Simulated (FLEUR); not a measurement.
**E(M) of MnRh**

How stiff is the moment of MnRh, and are there other minima?

Main program and level: FLEUR MaX-R8.1; LDA (VWN); all-electron FLAPW, Dirac cores, scalar-relativistic bands.

### Step 1. The structure

It takes space group Pm-3m (No. 221, cubic). Conventional cell: a = 3.044 Å, b = 3.044 Å, c = 3.044 Å, α = 90.00°, β = 90.00°, γ = 90.00°. Mn has 8 Rh at 2.64 Å nearest. Rh has 8 Mn at 2.64 Å nearest. Farther neighbours are not listed.

Coordinates:

```cif
data_structure
_symmetry_space_group_name_H-M 'P 1'
_symmetry_Int_Tables_number 1
_cell_length_a 3.0440
_cell_length_b 3.0440
_cell_length_c 3.0440
_cell_angle_alpha 90.000
_cell_angle_beta 90.000
_cell_angle_gamma 90.000
_cell_volume 28.21
loop_
_atom_site_label
_atom_site_type_symbol
_atom_site_fract_x
_atom_site_fract_y
_atom_site_fract_z
_atom_site_occupancy
Mn1 Mn 0.00000 0.00000 0.00000 1
Rh2 Rh 0.50000 0.50000 0.50000 1
```

### Step 2. Unconstrained state

The free run tells which range of moments is worth scanning.

inpgen writes inp.xml from crystal.txt; cutoffs, mixing, functional, smearing and local orbitals are then set in the file. The k list default-1 (kpts.xml, not shown) is a Γ-centred 10×10×10 mesh; where the ranks do not divide the number of points, some are split in two of half the weight.

Input file inp.xml:

```
<?xml version="1.0" encoding="UTF-8" standalone="no"?>
<fleurInput fleurInputVersion="0.39">
   <comment>
      MnRh
   </comment>
   <calculationSetup>
      <cutoffs Kmax="3.6" Gmax="10.8" GmaxXC="10.8" numbands="0"/>
      <scfLoop itmax="90" minDistance="0.00002" maxIterBroyd="15" imix="Anderson" alpha="0.05" precondParam="0.0" spinf="2.0" sdNocoIR="T"/>
      <coreElectrons ctail="T" frcor="F" kcrel="0" coretail_lmax="0"/>
      <xcFunctional name="vwn" relativisticCorrections="F"/>
      <magnetism jspins="2"/>
      <soc l_soc="F" theta="0.0" phi="0.0" spav="F"/>
      <expertModes spex="0" secvar="F"/>
      <geometryOptimization l_f="F" forcealpha="1.0" forcemix="BFGS" epsdisp="0.00001" epsforce="0.00001"/>
      <ldaU l_linMix="F" mixParam="0.05" spinf="1.0"/>
   </calculationSetup>
   <cell>
      <bzIntegration valenceElectrons="30.0" mode="hist" fermiSmearingEnergy="0.00183747">
         <kPointListSelection listName="default-1"/>
         <xi:include xmlns:xi="http://www.w3.org/2001/XInclude" href="kpts.xml"> </xi:include>
      </bzIntegration>
      <xi:include xmlns:xi="http://www.w3.org/2001/XInclude" href="sym.xml"> </xi:include>
      <bulkLattice scale="1.0">
         <bravaisMatrix>
            <row-1>    5.7523263232824000     0.0000000000000000     0.0000000000000000</row-1>
            <row-2>    0.0000000000000000     5.7523263232824000     0.0000000000000000</row-2>
            <row-3>    0.0000000000000000     0.0000000000000000     5.7523263232824000</row-3>
         </bravaisMatrix>
      </bulkLattice>
   </cell>
   <atomSpecies>
      <species name="Manganese 3.500" element="Mn" atomicNumber="25">
         <mtSphere radius="2.43" gridPoints="803" logIncrement="0.015"/>
         <atomicCutoffs lmax="10" lnonsphr="8"/>
         <electronConfig flipSpins="F">
            <coreConfig>(1s1/2) (2s1/2) (2p1/2) (2p3/2)</coreConfig>
            <valenceConfig>(3s1/2) (3p1/2) (3p3/2) (4s1/2) (3d3/2) (3d5/2)</valenceConfig>
            <stateOccupation state="(3d3/2)" spinUp="1.25" spinDown="0.75"/>
            <stateOccupation state="(3d5/2)" spinUp="3.0" spinDown="0.0"/>
         </electronConfig>
         <energyParameters s="4" p="4" d="3" f="4"/>
         <lo type="SCLO" l="0" n="3" eDeriv="0"/>
         <lo type="SCLO" l="1" n="3" eDeriv="0"/>
      </species>
      <species name="Rhodium (Rh)" element="Rh" atomicNumber="45">
         <mtSphere radius="2.43" gridPoints="803" logIncrement="0.016"/>
         <atomicCutoffs lmax="10" lnonsphr="8"/>
         <electronConfig flipSpins="F">
            <coreConfig>(1s1/2) (2s1/2) (2p1/2) (2p3/2) (3s1/2) (3p1/2) (3p3/2) (4s1/2) (3d3/2) (3d5/2)</coreConfig>
            <valenceConfig>(4p1/2) (4p3/2) (5s1/2) (4d3/2) (4d5/2)</valenceConfig>
            <stateOccupation state="(5s1/2)" spinUp="0.500000" spinDown="0.500000"/>
            <stateOccupation state="(4d3/2)" spinUp="1.600000" spinDown="1.600000"/>
            <stateOccupation state="(4d5/2)" spinUp="2.400000" spinDown="2.400000"/>
         </electronConfig>
         <energyParameters s="5" p="5" d="4" f="4"/>
         <lo type="SCLO" l="1" n="4" eDeriv="0"/>
      </species>
   </atomSpecies>
   <atomGroups>
      <atomGroup species="Manganese 3.500">
         <relPos label="                   1">.0000000000 .0000000000 .0000000000</relPos>
         <force calculate="T" relaxXYZ="TTT"/>
      </atomGroup>
      <atomGroup species="Rhodium (Rh)">
         <relPos label="                   2">1.000/2.000 1.000/2.000 1.000/2.000</relPos>
         <force calculate="T" relaxXYZ="TTT"/>
      </atomGroup>
   </atomGroups>
   <output dos="F" band="F" slice="F">
      <bandDOS minEnergy="-.5*Htr" maxEnergy="0.5*Htr" sigma="0.015" storeEVData="T"/>
      <plotting iplot="0" polar="F">
         <plot TwoD="T" vec1="  1.0  0.0  0.0" vec2="  0.0  1.0  0.0" vec3="  0.0  0.0  1.0" zero="  0.0  0.0  0.0" file="plot"/>
      </plotting>
      <moessbauerParams electricFieldGradient="F" isomerShift="F" coreHyperfine="F" valenceHyperfine="F"/>
   </output>
</fleurInput>
```

Input file crystal.txt:

```
MnRh
&input film=F cartesian=F /
3.04400000000  0.00000000000  0.00000000000
0.00000000000  3.04400000000  0.00000000000
0.00000000000  0.00000000000  3.04400000000
1.8897261246
1.0 1.0 1.0

2
25 0.00000000000  0.00000000000  0.00000000000 : 3.500
45 0.50000000000  0.50000000000  0.50000000000

&kpt div1=10 div2=10 div3=10 gamma=T /
```

Started as:

```bash
$ OMP_NUM_THREADS=1 inpgen -f crystal.txt > inpgen.log  # inp.xml is then edited as shown
$ OMP_NUM_THREADS=1 mpirun -n 4 fleur_MPI > fleur.log
```

Log:

```text
Welcome to FLEUR        (www.flapw.de)
      MaX-Release 8.1          (www.max-centre.eu)

 ========== k-point set info ==========
 Selected k-point list: default-1
 k-point list type: mesh
 10 x 10 x 10
 Number of k points: 56

 ------------Calculation Setup---------------------------
 Number of MPI-tasks      :            4
 Number of PE/node        :            4
 Number of OMP-threads    :            1
 k-points in parallel     :            4
 pe's per k-point         :            1
 No of k-point loops      :           14
 Eigenvalue solver        :       lapack
 Number of basis functions:          172
 Approximate size of matrices (H+S) per k-point:         0.000 GB
 --------------------------------------------------------
 Iteration:     1   Distance:      28.07435259 me/bohr^3
 Iteration:     2   Distance:      14.53298608 me/bohr^3
 Iteration:     3   Distance:       9.56738099 me/bohr^3
 Iteration:     4   Distance:       7.75628506 me/bohr^3
 Iteration:     5   Distance:       7.10616107 me/bohr^3
 Iteration:     6   Distance:       5.50018791 me/bohr^3
 Iteration:     7   Distance:       1.39138704 me/bohr^3
 Iteration:     8   Distance:       1.13683126 me/bohr^3
 Iteration:     9   Distance:       0.54741199 me/bohr^3
 Iteration:    10   Distance:       0.48461382 me/bohr^3
 Iteration:    11   Distance:       0.11220862 me/bohr^3
 Iteration:    12   Distance:       0.10909066 me/bohr^3
 Iteration:    13   Distance:       0.03133996 me/bohr^3
 Iteration:    14   Distance:       0.01392482 me/bohr^3
 Iteration:    15   Distance:       0.00562106 me/bohr^3
 Iteration:    16   Distance:       0.00532820 me/bohr^3
 Iteration:    17   Distance:       0.00509462 me/bohr^3
 Iteration:    18   Distance:       0.00412842 me/bohr^3
 Iteration:    19   Distance:       0.00072041 me/bohr^3
 Iteration:    20   Distance:       0.00021900 me/bohr^3
 Iteration:    21   Distance:       0.00012858 me/bohr^3
 Iteration:    22   Distance:       0.00004994 me/bohr^3
 Iteration:    23   Distance:       0.00000759 me/bohr^3

 ********************************************************************
 Run finished successfully
 Stop message:
   all done
 ********************************************************************

--- out.xml (last complete iteration) ---
<iteration numberForCurrentRun="   23" overallNumber="   23">
         [... left out ...]
         <bandgap value="0.0235434392" units="eV"/>
         <sumValenceSingleParticleEnergies value="-16.9118677416" units="Htr"/>
         <FermiEnergy value="0.3674282697" units="Htr"/>
         <valenceDensity>
            <mtCharges spin="1">
               <mtCharge atomType="1" total="8.6960891" s="1.2150842" p="3.2020801" d="4.2496774" f="0.0219671"/>
               <mtCharge atomType="2" total="7.0979181" s="0.1721176" p="3.1328349" d="3.7688370" f="0.0187414"/>
            </mtCharges>
            <mtCharges spin="2">
               <mtCharge atomType="1" total="5.2364033" s="1.1953409" p="3.1897367" d="0.8267099" f="0.0188713"/>
               <mtCharge atomType="2" total="6.5230211" s="0.1837947" p="3.1368996" d="3.1922885" f="0.0081296"/>
            </mtCharges>
            <spinDependentCharge spin="1" total="17.0494311" interstitial="1.2554239" mtSpheres="15.7940072"/>
            <spinDependentCharge spin="2" total="12.9505689" interstitial="1.1911445" mtSpheres="11.7594244"/>
            <totalCharge value="30.0000000000"/>
         </valenceDensity>
         [... left out ...]
         <allElectronCharges>
            <spinDependentCharge spin="1" total="37.0494311" interstitial="1.2565824" mtSpheres="35.7928487"/>
            <spinDependentCharge spin="2" total="32.9505688" interstitial="1.1923146" mtSpheres="31.7582542"/>
            <totalCharge value="69.9999999812"/>
         </allElectronCharges>
         <magneticMomentsInMTSpheres units="muBohr">
            <globalMagMoment atomType="1" vec="0.00000   0.00000   3.45968"/>
            <localMagMoment atomType="1" vec="0.00000   0.00000   3.45968"/>
            <globalMagMoment atomType="2" vec="0.00000   0.00000   0.57491"/>
            <localMagMoment atomType="2" vec="0.00000   0.00000   0.57491"/>
         </magneticMomentsInMTSpheres>
         <moessbauerParams unitsHFF="kG" unitsIS="e/bohr^3" unitsEFG="Htr/bohr^2">
         </moessbauerParams>
         <totalEnergy value="    -5937.2692846372" units="Htr">
            <sumOfEigenvalues value="    -3521.7997480484">
               <coreElectrons value="-3504.8878803069"/>
               <valenceElectrons value="-16.9118677416"/>
            </sumOfEigenvalues>
            <densityCoulombPotentialIntegral value="-9429.7303874194"/>
            <densityEffectivePotentialIntegral value="-9674.2496322166"/>
            <chargeDenXCDenIntegral value="-184.5231322940"/>
            <FockExchangeEnergyValence value="0.0000000000"/>
            <FockExchangeEnergyCore value="0.0000000000"/>
            <atomTypeDependentContributions atomType="1">
               <electronNucleiInteractionDifferentMTs value="1379.7855081165"/>
               <MadelungTerm value="-10.1136418185"/>
            </atomTypeDependentContributions>
            <atomTypeDependentContributions atomType="2">
               <electronNucleiInteractionDifferentMTs value="5779.4917181740"/>
               <MadelungTerm value="-20.9399746926"/>
            </atomTypeDependentContributions>
            <tkbTimesEntropy value="0.0004442942"/>
            <freeEnergy value="-5937.2697289314"/>
            <extrapolationTo0K value="-5937.2695067843"/>
         </totalEnergy>
         <densityConvergence units="me/bohr^3">
            <chargeDensity spin="1" distance="0.0000049168"/>
            <chargeDensity spin="2" distance="0.0000056818"/>
            <overallChargeDensity distance="0.0000074323"/>
            <spinDensity distance="0.0000075945"/>
         </densityConvergence>
      </iteration>
```

Run time: 22 s. Hardware: 4 MPI ranks of Arm Neoverse N1, shared host; peak memory 0.2 GiB.

Read from the output:

```
free energy                                                       : -161561.3398 eV
program's band gap on this mesh (in a metal only a level spacing) : 0.02354 eV
magnetization                                                     : 4.099 μB
final state                                                       : ferromagnetic
largest moment                                                    : 3.460 μB
```

After 23 cycles the largest moment stands at 3.46 μB.

### Step 3. No spin polarisation

Changes to inp.xml since step 2:

```diff
@@ -10,3 +10,3 @@
       <xcFunctional name="vwn" relativisticCorrections="F"/>
-      <magnetism jspins="2"/>
+      <magnetism jspins="1"/>
       <soc l_soc="F" theta="0.0" phi="0.0" spav="F"/>
@@ -31,3 +31,3 @@
    <atomSpecies>
-      <species name="Manganese 3.500" element="Mn" atomicNumber="25">
+      <species name="Manganese (Mn)" element="Mn" atomicNumber="25">
          <mtSphere radius="2.43" gridPoints="803" logIncrement="0.015"/>
@@ -37,4 +37,4 @@
             <valenceConfig>(3s1/2) (3p1/2) (3p3/2) (4s1/2) (3d3/2) (3d5/2)</valenceConfig>
-            <stateOccupation state="(3d3/2)" spinUp="1.25" spinDown="0.75"/>
-            <stateOccupation state="(3d5/2)" spinUp="3.0" spinDown="0.0"/>
+            <stateOccupation state="(3d3/2)" spinUp="1.000000" spinDown="1.000000"/>
+            <stateOccupation state="(3d5/2)" spinUp="1.500000" spinDown="1.500000"/>
          </electronConfig>
@@ -59,3 +59,3 @@
    <atomGroups>
-      <atomGroup species="Manganese 3.500">
+      <atomGroup species="Manganese (Mn)">
          <relPos label="                   1">.0000000000 .0000000000 .0000000000</relPos>
```

Changes to crystal.txt since step 2:

```diff
@@ -9,3 +9,3 @@
 2
-25 0.00000000000  0.00000000000  0.00000000000 : 3.500
+25 0.00000000000  0.00000000000  0.00000000000
 45 0.50000000000  0.50000000000  0.50000000000
```

Log:

```text
[banner, memory and clock lines left out]
Welcome to FLEUR        (www.flapw.de)
      MaX-Release 8.1          (www.max-centre.eu)

 ========== k-point set info ==========
 Selected k-point list: default-1
 k-point list type: mesh
 10 x 10 x 10
 Number of k points: 56

 [... set-up left out ...]
 Iteration:     1   Distance:      47.22394809 me/bohr^3
 Iteration:     2   Distance:      15.61449296 me/bohr^3
 Iteration:     3   Distance:      13.65460591 me/bohr^3
 Iteration:     4   Distance:       4.97486568 me/bohr^3
 Iteration:     5   Distance:       4.68211371 me/bohr^3
 Iteration:     6   Distance:       0.99989420 me/bohr^3
 Iteration:     7   Distance:       0.67141895 me/bohr^3
 Iteration:     8   Distance:       0.19949439 me/bohr^3
[... lines left out ...]
 Iteration:    14   Distance:       0.00019202 me/bohr^3
 Iteration:    15   Distance:       0.00021774 me/bohr^3
 Iteration:    16   Distance:       0.00018387 me/bohr^3
 Iteration:    17   Distance:       0.00005547 me/bohr^3
 Iteration:    18   Distance:       0.00005027 me/bohr^3
 Iteration:    19   Distance:       0.00000596 me/bohr^3

 ********************************************************************
 Run finished successfully
 Stop message:
   all done
 ********************************************************************

--- out.xml (last complete iteration) ---
<iteration numberForCurrentRun="   19" overallNumber="   19">
         [... left out ...]
         <bandgap value="0.0009191810" units="eV"/>
         <sumValenceSingleParticleEnergies value="-17.0575132737" units="Htr"/>
         <FermiEnergy value="0.3630460194" units="Htr"/>
         [... left out ...]
         <totalEnergy value="    -5937.2301641976" units="Htr">
            <sumOfEigenvalues value="    -3522.6442675180">
               <coreElectrons value="-3505.5867542443"/>
               <valenceElectrons value="-17.0575132737"/>
            </sumOfEigenvalues>
         [... left out ...]
            <freeEnergy value="-5937.2322802864"/>
            <extrapolationTo0K value="-5937.2312222420"/>
         </totalEnergy>
         <densityConvergence units="me/bohr^3">
            <chargeDensity spin="1" distance="0.0000059553"/>
         </densityConvergence>
      </iteration>
```

Elapsed: 9.8 s, on 4 MPI ranks; peak memory 0.17 GiB.

Read from the output:

```
free energy                                                       : -161560.3208 eV
program's band gap on this mesh (in a metal only a level spacing) : 9.19e-4 eV
final state                                                       : non-magnetic (no spin polarisation)
```

Its energy lies +1019.0 meV a cell from the free run's.

### Step 4. Moment fixed at 3.689 μB

Two Fermi energies hold the total moment; the run starts from the free run's density.

Changes to inp.xml since step 3:

```diff
@@ -10,3 +10,3 @@
       <xcFunctional name="vwn" relativisticCorrections="F"/>
-      <magnetism jspins="1"/>
+      <magnetism jspins="2" fixed_moment="3.689"/>
       <soc l_soc="F" theta="0.0" phi="0.0" spav="F"/>
@@ -31,3 +31,3 @@
    <atomSpecies>
-      <species name="Manganese (Mn)" element="Mn" atomicNumber="25">
+      <species name="Manganese 3.500" element="Mn" atomicNumber="25">
          <mtSphere radius="2.43" gridPoints="803" logIncrement="0.015"/>
@@ -37,4 +37,4 @@
             <valenceConfig>(3s1/2) (3p1/2) (3p3/2) (4s1/2) (3d3/2) (3d5/2)</valenceConfig>
-            <stateOccupation state="(3d3/2)" spinUp="1.000000" spinDown="1.000000"/>
-            <stateOccupation state="(3d5/2)" spinUp="1.500000" spinDown="1.500000"/>
+            <stateOccupation state="(3d3/2)" spinUp="1.25" spinDown="0.75"/>
+            <stateOccupation state="(3d5/2)" spinUp="3.0" spinDown="0.0"/>
          </electronConfig>
@@ -59,3 +59,3 @@
    <atomGroups>
-      <atomGroup species="Manganese (Mn)">
+      <atomGroup species="Manganese 3.500">
          <relPos label="                   1">.0000000000 .0000000000 .0000000000</relPos>
```

Started as:

```bash
$ OMP_NUM_THREADS=1 mpirun -n 4 fleur_MPI > fleur.log
```

Log:

```text
[banner, memory and clock lines left out]
Welcome to FLEUR        (www.flapw.de)
      MaX-Release 8.1          (www.max-centre.eu)

 ========== k-point set info ==========
 Selected k-point list: default-1
 k-point list type: mesh
 10 x 10 x 10
 Number of k points: 56

 [... set-up left out ...]
 Iteration:     1   Distance:       4.62453378 me/bohr^3
 Iteration:     2   Distance:       4.40822831 me/bohr^3
 Iteration:     3   Distance:       1.85596908 me/bohr^3
 Iteration:     4   Distance:       0.80602657 me/bohr^3
 Iteration:     5   Distance:       0.15938174 me/bohr^3
 Iteration:     6   Distance:       0.11585467 me/bohr^3
 Iteration:     7   Distance:       0.03709815 me/bohr^3
 Iteration:     8   Distance:       0.02952413 me/bohr^3
 Iteration:     9   Distance:       0.00542029 me/bohr^3
 Iteration:    10   Distance:       0.00212144 me/bohr^3
 Iteration:    11   Distance:       0.00193093 me/bohr^3
 Iteration:    12   Distance:       0.00060894 me/bohr^3
 Iteration:    13   Distance:       0.00014614 me/bohr^3
 Iteration:    14   Distance:       0.00008084 me/bohr^3
 Iteration:    15   Distance:       0.00001300 me/bohr^3

 ********************************************************************
 Run finished successfully
 Stop message:
   all done
 ********************************************************************

--- out.xml (last complete iteration) ---
<iteration numberForCurrentRun="   15" overallNumber="   38">
         [... left out ...]
         <bandgap value="0.0299183148" units="eV"/>
         <sumValenceSingleParticleEnergies value="-8.2167564673" units="Htr"/>
         <bandgap value="0.0077257314" units="eV"/>
         <sumValenceSingleParticleEnergies value="-16.9446972669" units="Htr"/>
         <FermiEnergy value="0.3834454959" units="Htr"/>
         <FixedTotalMoment fermiEnergyUp="0.3628033869" fermiEnergyDown="0.3834454959" units="Htr"/>
         [... left out ...]
         <magneticMomentsInMTSpheres units="muBohr">
            <globalMagMoment atomType="1" vec="0.00000   0.00000   3.27526"/>
            <globalMagMoment atomType="2" vec="0.00000   0.00000   0.37492"/>
         </magneticMomentsInMTSpheres>
         [... left out ...]
         <totalEnergy value="    -5937.2664319453" units="Htr">
            <sumOfEigenvalues value="    -3521.9468772600">
               <coreElectrons value="-3505.0021799931"/>
               <valenceElectrons value="-16.9446972669"/>
            </sumOfEigenvalues>
         [... left out ...]
            <freeEnergy value="-5937.2671889099"/>
            <extrapolationTo0K value="-5937.2668104276"/>
         </totalEnergy>
         <densityConvergence units="me/bohr^3">
            <chargeDensity spin="1" distance="0.0000032696"/>
            <chargeDensity spin="2" distance="0.0000122876"/>
            <overallChargeDensity distance="0.0000124249"/>
            <spinDensity distance="0.0000129989"/>
         </densityConvergence>
      </iteration>
```

The job ended after 15 s (4 MPI ranks; peak memory 0.2 GiB).

Numbers from this step:

```
magnetization : 3.689 μB
```

Its energy lies +69.1 meV a cell from the free run's.

[end of part 1 of 2]

[Logs and program files are shortened in this print: banners, set-up blocks, solver, clock and traceback lines can be left out without a mark of their own.]

[Logs are printed without paths, hosts, clocks, repeated set-up lines and the standing remarks that a program may print on its own settings, such as how far it seeks lower states.]

[Hosts, paths, dates, database ids (printed as entryN), source tags and the programs' standing remarks are cut or masked in the printed files.]

[Where a cell is said to come from a database of computed structures, the database is the Materials Project.]
